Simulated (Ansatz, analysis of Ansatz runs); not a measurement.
# NbFeO4 (C2/m): a line between two O sites for an added hole

Aim: the energy barrier that a trapped hole meets when it moves from one O atom to another one nearby in NbFeO4 (C2/m). The model is a cell of 48 host atoms.

Calculated with Ansatz 0.2.0; plane-wave PAW DFT, PBEsol+U; relaxation of all atoms of a supercell at fixed charge in a uniform background; PAW set soft_1.

Report form: the programs' logs are mostly left out.

In doubt: warnings of the run leave room for a lower electronic state (step 5), so energies may not be the lowest and differences between runs may mislead.

## (1) The starting structure

The cell holds 48 atoms: 8 Nb, 8 Fe and 32 O. Its edges and angles: a = 7.699 Å, b = 12.353 Å, c = 13.145 Å, α = 35.0°, β = 95.8°, γ = 78.1°. It derives from NbFeO4 (space group C2/m). Nearest the centre at fractional (0.516, 0.630, 0.234): Nb1 at 1.27 Å, O41 at 1.40 Å, O31 at 1.40 Å, O20 at 2.53 Å, O37 at 2.58 Å, Fe15 at 2.81 Å, O47 at 2.90 Å, Nb4 at 3.00 Å.

Hubbard terms: Fe d 4.0 eV, O p 6.0 eV. They were chosen, not fitted, to curb self-interaction in the shells named, the trial site's among them. The two sites are O41 and O31. The cell's shortest repeat is 7.7 Å. The host's moments were started antiferromagnetic in the unit cell, high spin.

## (2) The cell without the carrier

The neutral cell is relaxed first, from small random displacements, so that bond lengths and moments with the carrier can be set beside those of a relaxed cell without it.

Contents of neutral.relax/input.yaml:

```yaml
crystal:
  lattice:
    - [-2.00096613, 3.83798262, 6.36708311]
    - [10.57158897, 0.0, 6.39020302]
    - [12.57255509, 3.83798262, 0.02311991]
  atoms:
    - { symbol: Nb, position: [0.439288, 0.835665, 0.060712] }
    - { symbol: Nb, position: [0.439288, 0.835665, 0.560712] }
    - { symbol: Nb, position: [0.939288, 0.335665, 0.060712] }
    - { symbol: Nb, position: [0.939288, 0.335665, 0.560712] }
    - { symbol: Nb, position: [0.060712, 0.664335, 0.439288] }
    - { symbol: Nb, position: [0.060712, 0.664335, 0.939288] }
    - { symbol: Nb, position: [0.560712, 0.164335, 0.439288] }
    - { symbol: Nb, position: [0.560712, 0.164335, 0.939288] }
[... 36 atom lines left out ...]
    - { symbol: O, position: [0.185423, 0.822212, 0.314577] }
    - { symbol: O, position: [0.185423, 0.822212, 0.814577] }
    - { symbol: O, position: [0.685423, 0.322212, 0.314577] }
    - { symbol: O, position: [0.685423, 0.322212, 0.814577] }
basis:
  ecutwfc: 420
  xc_grid: 2
hamiltonian:
  xc: pbesol
  hubbard:
    sites: [{ species: Fe, l: d, u_eff: 4.0 }, { species: O, l: p, u_eff: 6.0 }]
    projectors: ortho-atomic
  pseudopotentials: { kind: paw, azcp: { folder: soft_1 }, xc_functional: pbe }
kpoints:
  mp_grid: { grid: [1, 1, 1] }
magnetization:
  spin_polarized: true
  initial_magnetization: 0
  spin_locking: { lock_magnetization: hard }
scf:
  occupations: { method: fermi_dirac, width: 0.01 }
  max_iter: 120
  lower_state_search: "off"
output:
  forces: true
relax:
  f_tol: 0.02
  max_steps: 70
  random_displacement: { amplitude: 0.04, seed: 7375 }
checkpoint:
  write: "../neutral.relax.run"
  compress: false
  write_wavefunctions: true
  write_every: 100000
```

Launch:

```
ansatz run input.yaml --threads 4 --pin off --max-ram 9420MiB --backend cpu --events-out ev --progress --plain --runs-dir out
```

Elapsed: 16 s, on 4 threads of AMD EPYC 9B45 (Zen 5), shared host; peak memory 1.5 GiB; 59 s of CPU time.

The largest displacement from an ideal site is 0.034 Å.

## (3) The hole on the first site

The nearest neighbour or neighbours of the site start displaced and the site's starting moment is changed by the carrier's spin, since a carrier doesn't trap itself in the undistorted lattice.

Contents of A.relax/input.yaml:

```yaml
crystal:
  lattice:
    - [-2.00096613, 3.83798262, 6.36708311]
    - [10.57158897, 0.0, 6.39020302]
    - [12.57255509, 3.83798262, 0.02311991]
  atoms:
    - { symbol: Nb, position: [0.452731, 0.852551, 0.047734] }
    - { symbol: Nb, position: [0.438897, 0.835142, 0.561529] }
    - { symbol: Nb, position: [0.938894, 0.335148, 0.061521] }
    - { symbol: Nb, position: [0.938919, 0.33512, 0.561543] }
    - { symbol: Nb, position: [0.061536, 0.66378, 0.43888] }
    - { symbol: Nb, position: [0.061569, 0.663769, 0.938893] }
    - { symbol: Nb, position: [0.561571, 0.163773, 0.438891] }
    - { symbol: Nb, position: [0.561537, 0.163784, 0.938877] }
[... 36 atom lines left out ...]
    - { symbol: O, position: [0.186116, 0.821896, 0.314296] }
    - { symbol: O, position: [0.18618, 0.82185, 0.814306] }
    - { symbol: O, position: [0.686169, 0.321865, 0.314295] }
    - { symbol: O, position: [0.686119, 0.321899, 0.814293] }
total_charge: 1
basis:
  ecutwfc: 420
  xc_grid: 2
hamiltonian:
  xc: pbesol
  hubbard:
    sites: [{ species: Fe, l: d, u_eff: 4.0 }, { species: O, l: p, u_eff: 6.0 }]
    projectors: ortho-atomic
  pseudopotentials: { kind: paw, azcp: { folder: soft_1 }, xc_functional: pbe }
kpoints:
  mp_grid: { grid: [1, 1, 1] }
magnetization:
  spin_polarized: true
  initial_magnetization: 1
  spin_locking: { lock_magnetization: hard }
scf:
  occupations: { method: fermi_dirac, width: 0.01 }
  max_iter: 120
  lower_state_search: "off"
output:
  forces: true
relax:
  f_tol: 0.015
  max_steps: 70
  escape_saddle: false
checkpoint:
  write: "../A.relax.run"
  compress: false
  write_wavefunctions: true
  write_every: 100000
```

Wall time 25 s (4 threads); peak memory 1.5 GiB; 92 s of CPU time.

Relaxation path:

```
step  energy less that of the first step (eV)  largest force component (eV/Å)
   1                                   0.0000                          1.9443
   2                                  -0.2247                          0.7172
   3                                  -0.2665                          0.4050
   4                                  -0.2817                          0.1666
   5                                  -0.2849                          0.0849
   6                                  -0.2858                          0.0303
   7                                  -0.2846                          0.0544
   8                                  -0.2860                          0.0092
```

Relaxation step 7 was tried and not accepted.

The atoms that moved most (Å):

```csv
atom,dx,dy,dz,length
O41,0.058,0.000,-0.050,0.077
Nb8,0.040,0.000,0.055,0.068
O31,0.002,-0.025,-0.047,0.053
O30,0.003,0.025,-0.047,0.053
O25,0.048,0.000,0.018,0.051
Fe9,-0.004,0.000,0.046,0.046
Fe12,-0.041,0.000,0.017,0.044
Fe15,-0.027,-0.012,-0.032,0.043
```

The moves above count from the input, in which the site's nearest neighbours were already displaced; the distances below compare with the cell without the carrier.

Distances from O41 without and with the hole:

```
atom  without (Å)  with (Å)
 Nb1         1.81      2.07
 Fe9         1.91      2.02
 O31         2.79      2.79
 O30         2.79      2.79
```

The largest changes of the moments are 0.77 μB on O41, 0.04 μB on O17 and 0.04 μB on O37. The largest part sits on the chosen site.

## (4) The hole on the second site

The same start is made on the second site, to get the end of the hop.

Contents of B.relax/input.yaml:

```yaml
crystal:
  lattice:
    - [-2.00096613, 3.83798262, 6.36708311]
    - [10.57158897, 0.0, 6.39020302]
    - [12.57255509, 3.83798262, 0.02311991]
  atoms:
    - { symbol: Nb, position: [0.410624, 0.860578, 0.039294] }
    - { symbol: Nb, position: [0.438897, 0.835142, 0.561529] }
[... 17 atom lines left out ...]
    - { symbol: O, position: [0.554615, 0.79906, 0.945852] }
[... 10 atom lines left out ...]
    - { symbol: O, position: [0.715792, 0.579085, 0.28467], spin: 1.0 }
[... 5 atom lines left out ...]
    - { symbol: O, position: [0.408537, 0.962559, 0.091889] }
[... 3 atom lines left out ...]
    - { symbol: O, position: [0.314331, 0.677016, 0.186125] }
[... 5 atom lines left out ...]
    - { symbol: O, position: [0.686169, 0.321865, 0.314295] }
    - { symbol: O, position: [0.686119, 0.321899, 0.814293] }
total_charge: 1
basis:
  ecutwfc: 420
  xc_grid: 2
hamiltonian:
  xc: pbesol
  hubbard:
    sites: [{ species: Fe, l: d, u_eff: 4.0 }, { species: O, l: p, u_eff: 6.0 }]
    projectors: ortho-atomic
  pseudopotentials: { kind: paw, azcp: { folder: soft_1 }, xc_functional: pbe }
kpoints:
  mp_grid: { grid: [1, 1, 1] }
magnetization:
  spin_polarized: true
  initial_magnetization: 1
  spin_locking: { lock_magnetization: hard }
scf:
  occupations: { method: fermi_dirac, width: 0.01 }
  max_iter: 120
  lower_state_search: "off"
output:
  forces: true
relax:
  f_tol: 0.015
  max_steps: 70
  escape_saddle: false
checkpoint:
  write: "../B.relax.run"
  compress: false
  write_wavefunctions: true
  write_every: 100000
```

It took 32 s on 4 threads; peak memory 1.5 GiB.

Distances from O31 without and with the hole:

| atom | without (Å) | with (Å) |
| --- | --- | --- |
| Nb1 | 1.98 | 2.06 |
| Nb4 | 1.98 | 2.06 |
| Fe15 | 2.14 | 2.29 |
| O20 | 2.53 | 2.55 |
| O17 | 2.53 | 2.55 |

The largest changes of the moments are 0.83 μB on O31, 0.06 μB on O44 and 0.06 μB on O41. The largest part sits on the chosen site.

## (5) Points on the line between the two structures

All atoms move on the straight line between the two relaxed structures, 2.97 amu^1/2 Å long in mass-weighted terms. Each point starts from the state of the point before, once from either end, so that both localised states can be followed; the midpoint is also started with the carrier shared.

Contents of A.x0500/input.yaml:

```yaml
crystal:
  lattice:
    - [-2.00096613, 3.83798262, 6.36708311]
    - [10.57158897, 0.0, 6.39020302]
    - [12.57255509, 3.83798262, 0.02311991]
  atoms:
    - { symbol: Nb, position: [0.439086, 0.851828, 0.048543] }
    - { symbol: Nb, position: [0.439695, 0.834685, 0.56101] }
[... 12 atom lines left out ...]
    - { symbol: Fe, position: [0.806228, 0.498158, 0.192718], spin: -5.0 }
[... 4 atom lines left out ...]
    - { symbol: O, position: [0.555733, 0.797802, 0.947805] }
[... 10 atom lines left out ...]
    - { symbol: O, position: [0.709076, 0.576979, 0.288053] }
[... 5 atom lines left out ...]
    - { symbol: O, position: [0.403775, 0.965379, 0.089342] }
[... 3 atom lines left out ...]
    - { symbol: O, position: [0.318357, 0.67053, 0.194886], spin: 1.0 }
[... 6 atom lines left out ...]
    - { symbol: O, position: [0.688444, 0.32251, 0.813538] }
total_charge: 1
basis:
  ecutwfc: 420
  xc_grid: 2
hamiltonian:
  xc: pbesol
  hubbard:
    sites: [{ species: Fe, l: d, u_eff: 4.0 }, { species: O, l: p, u_eff: 6.0 }]
    projectors: ortho-atomic
  pseudopotentials: { kind: paw, azcp: { folder: soft_1 }, xc_functional: pbe }
kpoints:
  mp_grid: { grid: [1, 1, 1] }
magnetization:
  spin_polarized: true
  initial_magnetization: 1
  spin_locking: { lock_magnetization: hard }
scf:
  occupations: { method: fermi_dirac, width: 0.01 }
  max_iter: 120
  lower_state_search: "off"
output:
  forces: true
  eigenvalues: true
  eigenstates: { localisation: true }
  write_density: true
  write_potential: true
  volumetric_format: npy
checkpoint:
  read: "../A.x0375.run"
  write: "../A.x0500.run"
  compress: false
  write_wavefunctions: true
  write_every: 100000
```

Wall time 8.8 s (4 threads); peak memory 1.5 GiB.

States next to the filling edge at the first k-point, on the run's own zero (eigenstates.tsv). The participation number counts the atoms that a state is spread over, of 48; bands count from 0.

```
spin  band  energy (eV)  occupation  participation  largest share on  share
down   205        5.343        1.00           13.1              Fe14   0.15
down   206        5.349        1.00           11.4               O21   0.19
down   207        5.463        1.00           10.4               O24   0.20
down   208        5.491        1.00           11.4              Fe15   0.18
down   209        5.726        1.00            8.7               O17   0.18
down   210        5.860        1.00            8.7               O18   0.18
down   211        7.170        0.00            3.0               O41   0.54
down   212        8.635        0.00            3.0               Fe9   0.51
down   213        8.772        0.00            2.3               Fe9   0.63
down   214        8.801        0.00            1.9               Fe9   0.71
down   215        8.875        0.00            3.9              Fe11   0.36
  up   206        5.260        1.00           13.7               O17   0.18
  up   207        5.356        1.00           11.2               O20   0.17
  up   208        5.414        1.00           14.5               O18   0.12
  up   209        5.513        1.00           13.3              Fe11   0.13
  up   210        5.801        1.00            8.6               O23   0.18
  up   211        5.840        1.00            8.8               O24   0.19
  up   212        8.796        0.00            5.5              Fe13   0.31
  up   213        8.829        0.00            4.6              Fe14   0.36
  up   214        8.839        0.00            4.1              Fe14   0.42
  up   215        8.882        0.00            2.7              Fe13   0.54
  up   216        8.922        0.00            1.9              Fe13   0.73
```

Under PBEsol+U (4, 6 eV) at the zone centre alone, the highest filled state is spin down, spread over 9 of 48 atoms, and the lowest empty one, 1.31 eV above it, is spin down, spread over 3 of 48 atoms.

Spin density in the ac plane at fractional y = 0.630, through the centre, with atoms of Nb and O within 0.45 Å of it.

Ten even steps from '0' (-2.91 × 1e-1 e/Å³) to '9' (8.27 × 1e-1 e/Å³), each cell a mean:
```
222222222222222222222
222222222222222222222
222222222222222222222
222222222222222222222
222222222222222222222
222322222222222222222
234432332222222222222
234432222222222222222
322322222222222111222
322222222222221001222
222222222222222111222
222222222222222222222
222222222222222222222
222222222222222222222
222222222222222222222
222222222222222222222
222222333222222222222
222223584222222222222
234432594222222222222
234433574322222222222
322222232222222112223
322222222222221001223
222222222222222112222
222222222222222222222
```
Columns run along a (7.7 Å), rows up along c (13.1 Å). Atoms in or near the plane, at fractional coordinates: Nb at (0.06, 0.44), Nb at (0.06, 0.94), O at (0.94, 0.06), O at (0.95, 0.55), O at (0.71, 0.29), O at (0.72, 0.78), O at (0.32, 0.19), O at (0.32, 0.69).

Valence density in the ac plane at fractional y = 0.630, through the centre, with atoms of Nb and O within 0.45 Å of it. It is the smooth field of the valence electrons, not physical close to the nuclei.

Ten steps, logarithmic in the rise over the least value, from '_' (0.0 e/Å³) to '@' (5.6 e/Å³), each cell a mean:
```
@@@@@@%%++--::..____________....::------**
%%@@%%##==::::..______________..::------++
++****==::..__________________........::--
**##**==::________________............::==
****++--::..::----::....::==++++==::..::==
----------==**##**==----==##@@%%**--....::
::--==++==**@@@@%%++----++##@@%%**--......
====++++==++####**==::::--==++++--::::::==
##**==--::::----::......::----====--==**##
%%**--::......______....--==++++++==++##%%
++++==--::::..________..----======----++**
**%%%%**==::::..______....::::::::::::--==
@@@@@@%%++--::..____________....::------++
%%@@%%##==::::..______________..::::----++
++**++==::..__________________........::==
####**--..________________............--++
****++--....::----::....::==++++--::..::==
------::--++##%%##==----++##@@%%**--....::
::--======**@@@@%%++----++##%%##++::......
========--++****++--::::--==++==--::::--==
##**==::::::::::........::----------==**##
%%++--::....________..::--====++++==++##%%
++====--::::..________..----======----++**
**%%%%**==::::..______....::::::::::::--==
```
Columns run along a (7.7 Å), rows up along c (13.1 Å). Atoms in or near the plane, at fractional coordinates: Nb at (0.06, 0.44), Nb at (0.06, 0.94), O at (0.94, 0.06), O at (0.95, 0.55), O at (0.71, 0.29), O at (0.72, 0.78), O at (0.32, 0.19), O at (0.32, 0.69).

Electrostatic potential energy in the ac plane at fractional y = 0.630, through the centre, with atoms of Nb and O within 0.45 Å of it. With pseudopotentials it is smooth inside the atoms' cores, unlike the true potential.

Ten even steps from '0' (-34 eV) to '9' (14 eV), each cell a mean:
```
000048999999999999984
000268999999999999985
655789999999999999987
647999999999999999999
768999999999998899999
988888656988852279999
875466213888842379999
875578657988888889999
478889999999988667874
378999999999986336862
777789999999987667887
310268999999999889987
000048999999999999984
000268999999999999985
656789999999999999988
547999999999999999998
768999999999998899999
988888435888841389999
876676102888842489999
875678557888888999999
478889999999998778874
388999999999986447852
777789999999987567887
310268999999998889987
```
Columns run along a (7.7 Å; values clipped at the 3rd and 97th percentile), rows up along c (13.1 Å). Atoms in or near the plane, at fractional coordinates: Nb at (0.06, 0.44), Nb at (0.06, 0.94), O at (0.94, 0.06), O at (0.95, 0.55), O at (0.71, 0.29), O at (0.72, 0.78), O at (0.32, 0.19), O at (0.32, 0.69).

Free energies from the first end:

| started from | fraction | energy (eV) | moment change on O41 (μB) | on O31 (μB) |
| --- | --- | --- | --- | --- |
| first site | 0 | 0.000 | 0.77 | 0.01 |
| first site | 0.125 | 0.024 | 0.76 | 0.01 |
| first site | 0.25 | 0.097 | 0.75 | 0.01 |
| first site | 0.375 | 0.221 | 0.74 | 0.01 |
| first site | 0.5 | 0.395 | 0.72 | 0.01 |
| first site | 0.625 | 0.622 | 0.70 | 0.01 |
| second site | 0.875 | 0.399 | 0.09 | 0.81 |
| second site | 0.75 | 0.478 | 0.16 | 0.77 |
| second site | 0.625 | 0.433 | 0.67 | 0.18 |
| second site | 0.5 | 0.241 | 0.71 | 0.11 |
| second site | 0.375 | 0.088 | 0.73 | 0.07 |
| shared | 0.5 | 0.241 | 0.71 | 0.11 |
| second site | 1 | 0.370 | 0.06 | 0.82 |

## (6) Outcome

```yaml
distance_of_the_two_sites_without_the_carrier: 2.79 Å
```

In words: The starts reach different electronic states with the carrier on the same site, so more than one localised state is in play, the ends need not be the lowest, and the line gives no barrier. No run compares the localised hole with one spread in the band, so its binding is unknown. The magnetic order was assumed and need not be the ground state. The total moment is locked, so a carrier of the other spin direction was not tried. The program's search for lower electronic states was switched off in all runs, so that each state is followed; none is shown to be the lowest at its structure. No image-charge correction is applied; it nearly cancels along the line while the charge stays localised. Keep in mind: sampling at the zone centre alone can move energies of charged and open-shell states by tenths of an eV or more in cells of this size; the images are only 7.7 Å apart; gap and trapping depend on the U chosen (Fe d 4.0 eV, O p 6.0 eV).

[Logs are printed without paths, hosts, clocks, repeated set-up lines and the standing remarks that a program may print on its own settings, such as how far it seeks lower states.]

[Hosts, paths, dates, database ids (printed as entryN), source tags and the programs' standing remarks are cut or masked in the printed files.]
